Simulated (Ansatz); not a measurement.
# Is Pb-Tl stack of (111) layers a stable metal?, part 2 of 3

Question: is the lattice of Pb-Tl stack of (111) layers stable, and if so, what are its coupling constant and resistivity?

Ansatz 0.2.0; DFT PBEsol, scalar-relativistic, plane waves, PAW.

So far: The structure; Relaxing cell and atoms.

## (3) Relaxing tightly for phonons

Phonons are second derivatives about the minimum, so the remaining forces must be small: the thresholds are tightened.

Contents of input.yaml:

```yaml
crystal:
  lattice:
    - [3.3341166968, 0.0, 0.0]
    - [-1.6670583484, 2.8874297586, 0.0]
    - [0.0, 0.0, 29.410676272]
  atoms:
    - { symbol: Pb, position: [0.0, 0.0, 0.1859774477] }
    - { symbol: Tl, position: [0.3333333333, 0.6666666667, 0.2834214833] }
  periodic: [true, true, false]
kpoints:
  mp_grid: { grid: [12, 12, 1] }
hamiltonian:
  xc: pbesol
scf:
  occupations: { method: methfessel_paxton, width: 0.2 }
output:
  forces: true
  stress: true
  eigenvalues: true
  write_density: true
  write_potential: true
  elf: true
  volumetric_format: npy
relax:
  adjacent_minimum: "off"
  f_tol: 0.001
  max_steps: 60
  cell: { stress_2d_tol: 0.002 }
```

The run is started by

```bash
$ ansatz run input.yaml --threads 4 --pin off --max-ram 16384MiB --backend cpu --events-out ev --progress --plain --runs-dir out
```

Numbers of over 12 decimals in the logs are rounded to 6 here.

What it wrote:

```text
[the first part of the log is left out]
  E_vxc        = -274.446049  (∫ρ·V_xc dr)
  E_paw        = -20273.218299  (= ΣΔE_a)
  E_vpaw       = -609.236967  (= ΣTr[D̂ρ^β])
  E_aug_tail   = 0.000082  (compensation charges beyond the density's cutoff)
  E_ewald      = 16976.323883
  E_core_change = 0.100382  (= ΣΔE_core)
  E_smearing   = -0.004268  (= −TS)
  E_closure    = 0.000000  (closes the sum)
  Σ components = -23050.169393   (vs F -23050.169393, Δ=0.00e0)
--- Forces (eV/Å), atoms counted from 1 ---
  atom   1  Pb     0.00000000     0.00000000     0.00010025
  atom   2  Tl     0.00000000     0.00000000    -0.00010026
  max |Σ_I F_I| component: 1.27e-8 eV/Å
--- 2D stress c σ (N/m, compression-positive) ---
       -0.000948       0.000000      -0.000000
        0.000000      -0.000948      -0.000000
       -0.000000      -0.000000      -0.000000
  P = ½ c Tr σ = -0.0009 N/m
--- Band table (eV; the first three rows and the last of 19) ---
[...]
° read free of the cell's end (the report's vacuum.weakly_bound_levels)
--- Relaxed structure (3 steps of the walk, 3 accepted, 1 SCFs on fresh bases) ---
[...]
cell:  # Å, volume = 282.7132 Å³
    - [3.331618, 0, 0]
    - [-1.665809, 2.885266, 0]
    - [0, 0, 29.410676272]
  atoms:
    - { symbol: Pb, position: [-1.116434321363407e-19, -3.700743415524894e-17, 0.185863] }
    - { symbol: Tl, position: [0.333333, 0.666667, 0.283535] }
```

Wall time 17 s (4 threads of Arm Neoverse V1, shared host); peak memory 0.59 GiB.

Little changed from the start: no atom moved by 0.005 Å and no cell edge by 0.1 %.

Valence density in the ca plane at fractional y = 0.667, with atoms of Tl within 0.2 Å of it. It is the smooth field of the valence electrons, not physical close to the nuclei.

Ten steps, logarithmic in the rise over the least value, from '0' (0.0 e/Å³) to '9' (7.5 e/Å³), each cell a mean:
```
00000000000123454321122221100000000000000000
00000000000123454321112221100000000000000000
00000000000123443321223332100000000000000000
00000000000012333212346654210000000000000000
00000000000011222112468875310000000000000000
00000000000011121112479986410000000000000000
00000000000011222112479986310000000000000000
00000000000012222212357765210000000000000000
00000000000112343221234443100000000000000000
```
Columns run along c (16.0 Å, from fractional 0.00 to 0.54 of the cell), rows up along a (3.3 Å). Atoms in or near the plane, at fractional coordinates: Tl at (0.28, 0.33).

ELF in the ca plane at fractional y = 0.667, with atoms of Tl within 0.2 Å of it. It is the smooth field of the valence electrons, not physical close to the nuclei.

Ten even steps from '0' (0.00) to '9' (0.41), each cell a mean:
```
00000000135899998764455665431000000000000000
00000000136899999865444554321000000000000000
00000000125799998764567777642100000000000000
00000000013578877654689999985210000000000000
00000000012356666545794369997410000000000000
00000000011244555545870029998520000000000000
00000000012345555545882039998420000000000000
00000000012467776645797689996310000000000000
00000000124688888754578998863100000000000000
```
Columns run along c (16.0 Å, from fractional 0.00 to 0.54 of the cell), rows up along a (3.3 Å). Atoms in or near the plane, at fractional coordinates: Tl at (0.28, 0.33).

Electrostatic potential energy in the ca plane at fractional y = 0.667, with atoms of Tl within 0.2 Å of it. With pseudopotentials it is smooth inside the atoms' cores, unlike the true potential.

Ten even steps from '0' (-44 eV) to '9' (0 eV), each cell a mean:
```
99999999999987546899999899999999999999999999
99999999999987545899999999999999999999999999
99999999999998767899988789999999999999999999
99999999999998888999863247999999999999999999
99999999999999999999720003899999999999999999
99999999999999999998600001799999999999999999
99999999999999999998610002799999999999999999
99999999999999888999840015899999999999999999
99999999999998777899986678999999999999999999
```
Columns run along c (16.0 Å, from fractional 0.00 to 0.54 of the cell; values clipped at the 3rd and 97th percentile), rows up along a (3.3 Å). Atoms in or near the plane, at fractional coordinates: Tl at (0.28, 0.33).

## (4) Phonons: q 2×2×1, k 6×6×1

Before any scattering is computed, the phonons show whether the structure is a minimum.

Contents of input.yaml:

```yaml
crystal:
  lattice:
    - [3.3316183338, 0.0, 0.0]
    - [-1.6658091669, 2.8852661127, 0.0]
    - [0.0, 0.0, 29.410676272]
  atoms:
    - { symbol: Pb, position: [0.0, 0.0, 0.1858634493] }
    - { symbol: Tl, position: [0.3333333333, 0.6666666667, 0.2835354817] }
  periodic: [true, true, false]
kpoints:
  mp_grid: { grid: [6, 6, 1] }
hamiltonian:
  xc: pbesol
scf:
  occupations: { method: methfessel_paxton, width: 0.2 }
output:
  eigenvalues: true
phonons:
  method: dfpt
  qmesh: [2, 2, 1]
  temperatures: { t_max: 1000, t_step: 50 }
  qpath:
    path:
      - [0.0, 0.0, 0.0]
      - [0.5, 0.0, 0.0]
      - [0.33333333, 0.33333333, 0.0]
      - [0.0, 0.0, 0.0]
    npoints: 10
```

What it wrote:

```text
[...]
Crystal: 2 atoms, lattice volume = 282.713 Å³
Basis set: ecut = 420 eV, 5631 PW (Γ), exchange–correlation on 48×48×400 points (8 copies of the dense FFT grid, shifted against one another)
Bands: 18, of which v1, the nominal top of the filled ones, is band 14 counted from 1 (13 counted from 0)
Symmetry: 6 space group operations
k-points: 7 of 36 (time reversal used)
[...]
SCF iter   1: F=—  HF=-23050.196223 eV  |F-HF|=—  |Δ(HF+E_count)|=         —  Δρ=2.65e-3  dr2=4.64e-1  ethr=1.77e-3  ⟨swp⟩=10.6  Hψ=975  notcnv=0
[...]
SCF iter  13: F=-23050.164656 eV  HF=-23050.164656 eV  |F-HF|=3.64e-12  |Δ(HF+E_count)|=  9.46e-11  S|Δr|=    0.00e0  Δρ=1.97e-8  dr2=1.44e-12  ethr=1.00e-12  ⟨swp⟩=16.0  Hψ=1056  notcnv=0
SCF 1 converged in 13 iterations: F = -23050.164656 eV  dr2 = 1.44e-12
[...]
phonons: the bands overlap, so this run is a metal and interpolates without the dipole-dipole term. If the crystal is really an insulator or semiconductor, its LO-TO splitting is missing
NSCF: frozen V_eff on 7 k-points
WARN: eigensolver did not converge in 4 slots of this pass, the one above among them; of largest residual over every band (k=3): 1 band(s) unlocked (lowest unlocked band 17, counted from 0; max residual 1.80e-4 eV among the unlocked bands, 1.80e-4 eV over every band); of lowest unlocked band (k=1): band 17
[...]
DFPT response loops at q = (0, 0, 0) (fractional): preconditioner auto → none (partly filled bands, converged f_vac=0.744); β = 0.50; Broyden in place of MSR1
[...]
SCF converged after 13 iterations
Stability not checked: this state was not tested for a lower state beside it, because cold or Methfessel-Paxton smearing, or corrected tetrahedra, fill the levels in a way that the test cannot read (fill_not_monotonic; see scf.lower_state_search)
Free energy (F): -23050.164656 eV
[...]
Internal energy: -23050.148219 eV  (E = F + TS)
E sigma→0 (E₀):  -23050.160547 eV
Entropy (-TS):   -0.016437 eV (-8.219 meV/atom)
Fermi energy:    -4.138947 eV
[...]
--- Band table (eV; the first three rows and the last of 7) ---
  k-point 0: bands = [... 10 lower, -14.9323, -11.9678, -6.3070, -2.4815, -0.3602 (-0.3717°), 0.1245, 0.8089, 1.2616]
  k-point 1: bands = [... 10 lower, -14.3578, -11.4876, -5.7046, -2.0408, 0.0652 (0.0619°), 0.1607 (0.1524°), 0.6478, 1.3011]
  k-point 2: bands = [... 10 lower, -12.7765, -9.9532, -4.8018, -4.1322, -2.1290, -0.5575, 0.8473, 1.6050]
  k-point 6: bands = [... 10 lower, -10.4817, -7.8878, -5.5224, -5.0143, -3.9466, -3.1071, -0.6794, 0.0837]
  ° read free of the cell's end (the report's vacuum.weakly_bound_levels)
--- Phonons (Γ-DFPT): 4 representative perturbations + reference (Σ response iterations 16) ---
  ASR residual: 1.248e-4 → 0.000e0 eV/Å²; symmetrization residual: 1.037e-4 eV/Å²
  ASR residual per site (eV/Å²): 8.91e-5 1.25e-4
  Γ frequencies (cm⁻¹): 0.00 0.00 0.00 16.04 16.04 72.03
--- Phonons (arbitrary-q DFPT): 2 irreducible q on the 2×2×1 mesh ---
  q = [0.0000, 0.0000, 0.0000] (star 1, of the zone-centre solve; hermiticity 1.06e-4, symmetrization 1.83e-11): 0.00 0.00 0.00 16.04 16.04 72.03
  q = [0.0000, -0.5000, 0.0000] (star 3, 6 solved perturbations on 13 of 36 k-point pairs; hermiticity 3.50e-5, symmetrization 7.05e-7): -37.90 16.69 40.20 40.22 79.18 91.53
  sum rule: each row above includes the acoustic sum rule's correction from the zone centre's row sums; it moved no ω² by more than (0.41 cm⁻¹)²
  mesh force constants: q→R imaginary residual 1.99e-17; ASR residual 1.248e-4 → 0.000e0 eV/Å²; symmetrization residual 3.109e-15 eV/Å²
  interpolated dispersion: 31 rows × 6 modes
  density of states and harmonic sums: on the 22×22×1 q-mesh, interpolated from the force constants of a 2×2×1 supercell (no non-analytic term)
  largest difference from the sums on the solved wave vectors: F 1.23e-1 eV, S 1.59e-4 and C_V 3.67e-5 eV/K
  zero-point energy: 0.014817 eV/cell   skipped modes (ω ≤ 0): 59, of them read as no rigid motion or as one in doubt: 56 (1.072e0 modes/cell left out, lowest -37.90 cm⁻¹)   left out of the sums: 1.80e-1 of the cell's modes: C_V's classical limit lies that fraction below 3 k_B per atom; for a crystal, a wire or a layer, F and S can be off by more, and a phonons.interpolated_qmesh denser along its periods is the remedy for the sampling
```

It took 23 s on 4 threads; peak memory 0.91 GiB; 84 s of CPU time.

Numbers from this step:

* share of imaginary modes in the plain interpolation between solved wavevectors: 0.1801
* highest frequency, solved or plainly interpolated: 91.53 cm⁻¹

Solved on the 2×2×1 mesh alone; all other wavevectors are interpolated. The phonon branches at the labelled points (cm⁻¹):

```csv
point,branch 1,branch 2,branch 3,branch 4,branch 5,branch 6
Γ,0,0,0,16,16,72
halfway,-28,-2,31,49,64,68
M,-38,17,40,40,79,92
halfway,-17,12,40,54,73,87
K,8,29,47,62,74,76
halfway,-22,8,34,53,64,70
Γ,0,0,0,16,16,72
```

The phonon branches as a text plot (rows in cm⁻¹):

```
     89 |               ************
     83 |             **            **       **
     78 |               ***********   *******  *****
     73 |*****      ****           **   ***         **       ****
     67 |     ********               ***   *********  *******
     62 |         **                 **********     **
     56 |       **                 **          ***    ***
     51 |         ****            *               *******
     46 |     ****    ****     ***    *******            **
     40 |               **************       *******     **
     35 |   ****    ****                            **     **
     29 |       ****                    *****         ***  **
     24 | ******                      **                     ***
     19 | ****            *****      *       **          **  ***
     13 |***          ****     ******          *****       ******
      8 |           **              ***********     **
      3 |*                                                      *
     -3 |         **                                  ***    ***
     -8 | ********                             ***       *******
    -14 |   **                                             **
    -19 |     **                   *              **  *****
    -24 |       **                *                 **
    -30 |         ****          **
    -35 |             **********
         Γ                   M           K                      Γ
```

Lowest modes at the softest wavevector of the mesh. The modes at q = (0.500, 0.000, 0.000) (shares of kinetic energy by element, %) (negative means imaginary):

| mode | frequency (cm⁻¹) | Pb % | Tl % |
| --- | --- | --- | --- |
| 1 | -37.9 | 4 | 96 |
| 2 | 16.7 | 3 | 97 |
| 3 | 40.2 | 90 | 10 |
| 4 | 40.2 | 96 | 4 |
| 5 | 79.2 | 25 | 75 |
| 6 | 91.5 | 82 | 18 |

Displacements in mode 1 (-37.9 cm⁻¹), the largest set to 1, in the home cell:
```
Pb1 -0.12  0.20  0.00
Tl2 -0.58  1.00  0.00
```

Displacements in mode 2 (16.7 cm⁻¹), the largest set to 1, in the home cell:
```
Pb1  0.11  0.07  0.11
Tl2 -0.09 -0.05  1.00
```

Among the solved wavevectors the lowest mode, translations apart, is -37.9 cm⁻¹, imaginary.

## (5) Phonons: q 3×3×1, k 9×9×1

An imaginary mode on so few k-points may come from the sampling, so the phonons are repeated with another q and k mesh.

input.yaml, as its differences from that of step 4:

```diff
@@ -10,3 +10,3 @@
 kpoints:
-  mp_grid: { grid: [6, 6, 1] }
+  mp_grid: { grid: [9, 9, 1] }
 hamiltonian:
@@ -19,3 +19,3 @@
   method: dfpt
-  qmesh: [2, 2, 1]
+  qmesh: [3, 3, 1]
   temperatures: { t_max: 1000, t_step: 50 }
```

What it wrote:

```text
[...]
Crystal: 2 atoms, lattice volume = 282.713 Å³
Basis set: ecut = 420 eV, 5631 PW (Γ), exchange–correlation on 48×48×400 points (8 copies of the dense FFT grid, shifted against one another)
Bands: 18, of which v1, the nominal top of the filled ones, is band 14 counted from 1 (13 counted from 0)
Symmetry: 6 space group operations
k-points: 12 of 81 (time reversal used)
[...]
SCF iter   1: F=—  HF=-23050.216392 eV  |F-HF|=—  |Δ(HF+E_count)|=         —  Δρ=2.48e-3  dr2=4.38e-1  ethr=1.77e-3  ⟨swp⟩=11.2  Hψ=1716  notcnv=0
[...]
SCF iter  11: F=-23050.178757 eV  HF=-23050.178757 eV  |F-HF|=1.82e-10  |Δ(HF+E_count)|=   2.15e-9  S|Δr|=    0.00e0  Δρ=3.52e-8  dr2=2.86e-12  ethr=1.00e-12  ⟨swp⟩=14.8  Hψ=2097  notcnv=0
SCF 1 converged in 11 iterations: F = -23050.178757 eV  dr2 = 2.86e-12
[...]
SCF converged after 11 iterations
[...]
Free energy (F): -23050.178757 eV
[...]
Internal energy: -23050.174958 eV  (E = F + TS)
E sigma→0 (E₀):  -23050.177807 eV
Entropy (-TS):   -0.003799 eV (-1.900 meV/atom)
Fermi energy:    -3.966601 eV
[...]
--- Band table (eV; the first three rows and the last of 12) ---
  k-point 0: bands = [... 10 lower, -15.0613, -12.0267, -6.3823, -2.5316, -0.3724 (-0.3833°), 0.1172, 0.8036, 1.2536]
  k-point 1: bands = [... 10 lower, -14.7833, -11.8167, -6.1108, -2.3234, -0.1537 (-0.1643°), 0.3353, 1.0213, 1.4455]
  k-point 2: bands = [... 10 lower, -14.0692, -11.1537, -5.3342, -2.1470, -1.2986, 0.4673 (0.4597°), 0.9465, 1.0811]
  k-point 11: bands = [... 10 lower, -10.6226, -7.9485, -5.6657, -5.1543, -3.9985, -3.1683, -0.7494, 0.0175]
  ° read free of the cell's end (the report's vacuum.weakly_bound_levels)
[...]
ASR residual: 8.727e-5 → 0.000e0 eV/Å²; symmetrization residual: 7.007e-5 eV/Å²
  ASR residual per site (eV/Å²): 8.73e-5 5.72e-5
  Γ frequencies (cm⁻¹): 0.00 0.00 0.00 21.84 21.84 73.78
--- Phonons (arbitrary-q DFPT): 3 irreducible q on the 3×3×1 mesh ---
[...]
q = [0.3333, 0.3333, 0.0000] (star 2, 4 solved perturbations in 128 linear systems a pass and spin channel, the states on 45 of 81 k-point pairs; hermiticity 1.65e-5, symmetrization 1.54e-6): 30.07 31.54 48.67 69.22 81.63 83.37
[...]
interpolated dispersion: 31 rows × 6 modes
[...]
```

Elapsed: 67 s, on 4 threads; peak memory 1.1 GiB; 4.2 min of CPU time.

This step gave:

| Quantity | Value |
| --- | --- |
| zero point energy | 0.01869 eV/cell |
| share of imaginary modes in the plain interpolation between solved wavevectors | 0.0055 |
| highest frequency, solved or plainly interpolated | 96.5 cm⁻¹ |

Solved on the 3×3×1 mesh alone; all other wavevectors are interpolated. Phonon branches along the path, in cm⁻¹:

| point | branch 1 | branch 2 | branch 3 | branch 4 | branch 5 | branch 6 |
| --- | --- | --- | --- | --- | --- | --- |
| Γ | 0 | 0 | 0 | 22 | 22 | 74 |
| halfway | 15 | 27 | 42 | 58 | 64 | 71 |
| M | 29 | 30 | 49 | 54 | 78 | 96 |
| halfway | 26 | 36 | 47 | 64 | 75 | 93 |
| K | 30 | 32 | 49 | 69 | 82 | 83 |
| halfway | 15 | 34 | 47 | 61 | 64 | 75 |
| Γ | 0 | 0 | 0 | 22 | 22 | 74 |

The phonon branches as a text plot (rows in cm⁻¹):

```
     94 |                 **********
     90 |               **          **
     86 |             **              ***  *******
     82 |                                **       **
     78 |           **    *********   ***  **
     73 |*****          **         ***       *****  **     ******
     69 |     ******  **             ********     **  *****
     65 |         ****             **        **     **
     61 |           **            *            ***  *****
     57 |       ****  **       ***                **  ***
     53 |               *******                *****     **
     48 |     ****    **  *********************     **
     44 |           **                                   **
     40 |     **  **                           ***    ***  **
     36 |   **  **              ********   ****   ****
     32 |     **      **********        ***           *******
     27 | ****    ****    ***************  **              *****
     23 |***    **    ****                   **          **  ****
     19 |     **    **                         *****
     15 | ****    **                                **     *****
     11 |       **                                    ***
      6 | **  **                                         **  ***
      2 |                                                  **
     -2 |*****                                               ****
         Γ                   M           K                      Γ
```

Lowest modes at the softest wavevector of the mesh. The modes at q = (0.333, -0.333, 0.000) (shares of kinetic energy by element, %):

```csv
mode,frequency (cm⁻¹),Pb %,Tl %
1,20.7,46,54
2,30.2,12,88
3,48.1,88,12
4,57.9,53,47
5,69.7,5,95
6,84.3,95,5
```

Displacements in mode 1 (20.7 cm⁻¹), the largest set to 1, in the home cell (x, y, z of the real part, then of the imaginary part):
```
Pb1 -0.09  0.05  0.88  0.05 -0.03  0.28
Tl2 -0.08  0.05  0.97 -0.10  0.06 -0.26
```

Displacements in mode 3 (48.1 cm⁻¹), the largest set to 1, in the home cell (x, y, z of the real part, then of the imaginary part):
```
Pb1  0.58  1.00  0.00 -0.02 -0.03  0.00
Tl2 -0.21 -0.36  0.00 -0.06 -0.10  0.00
```

Phonopy on the run's constants, 19x19x1 mesh, Gaussian sigma 2.0 cm⁻¹. Modes against wavenumber; read off at these points; values in 1/cm⁻¹/cell:

```
wavenumber (cm⁻¹)       Pb       Tl
            -10.0   2.6e-5   2.6e-5
             -5.0  0.00284  0.00310
              0.0  0.00295  0.00312
              5.0  0.00564  0.00609
             10.0   0.0108   0.0120
             15.0   0.0189   0.0226
             20.0   0.0248   0.0356
             25.0   0.0337   0.0605
             30.0   0.0210   0.0667
             35.0   0.0182   0.0893
             40.0   0.0169   0.0256
             45.0   0.0328   0.0123
             50.0   0.0736   0.0366
             55.0   0.0674   0.0302
             60.0   0.0491   0.0270
             65.0   0.0276   0.0289
             70.0   0.0327   0.0608
             73.5   0.0316   0.0727
             75.0   0.0283   0.0670
             80.0   0.0209  0.00902
             85.0   0.0339  0.00130
             88.9   0.0513  0.00177
             90.0   0.0492  0.00169
             95.0   0.0298   9.9e-4
            100.0  0.00154   5.1e-5
            105.0        0        0
```

No LO-TO term; unit eigenvectors of the mass-weighted matrix. The modes at Γ (shares of kinetic energy by element, %):

| mode | frequency (cm⁻¹) | symmetry | Pb % | Tl % |
| --- | --- | --- | --- | --- |
| 1 | 0.0 | unnamed | 50 | 50 |
| 2 | 0.0 | unnamed | 50 | 50 |
| 3 | 0.0 | unnamed | 50 | 50 |
| 4 | 21.8 | E | 50 | 50 |
| 5 | 21.8 | E | 50 | 50 |
| 6 | 73.8 | A1 | 50 | 50 |

Displacements in mode 4 (21.8 cm⁻¹), the largest set to 1:
```
Pb1 -0.99  0.00  0.00
Tl2  1.00  0.00  0.00
```

Displacements in mode 6 (73.8 cm⁻¹), the largest set to 1:
```
Pb1  0.00  0.00 -0.99
Tl2  0.00  0.00  1.00
```

Among the solved wavevectors the lowest mode, translations apart, is 20.7 cm⁻¹, so these are real on this k mesh. This mesh lacks the wavevector at which the coarser one was unstable.

(Part 2 of 3 ends here.)

[Logs are printed without paths, hosts, clocks, repeated set-up lines and the standing remarks that a program may print on its own settings, such as how far it seeks lower states.]

[Hosts, paths, dates, database ids (printed as entryN), source tags and the programs' standing remarks are cut or masked in the printed files.]
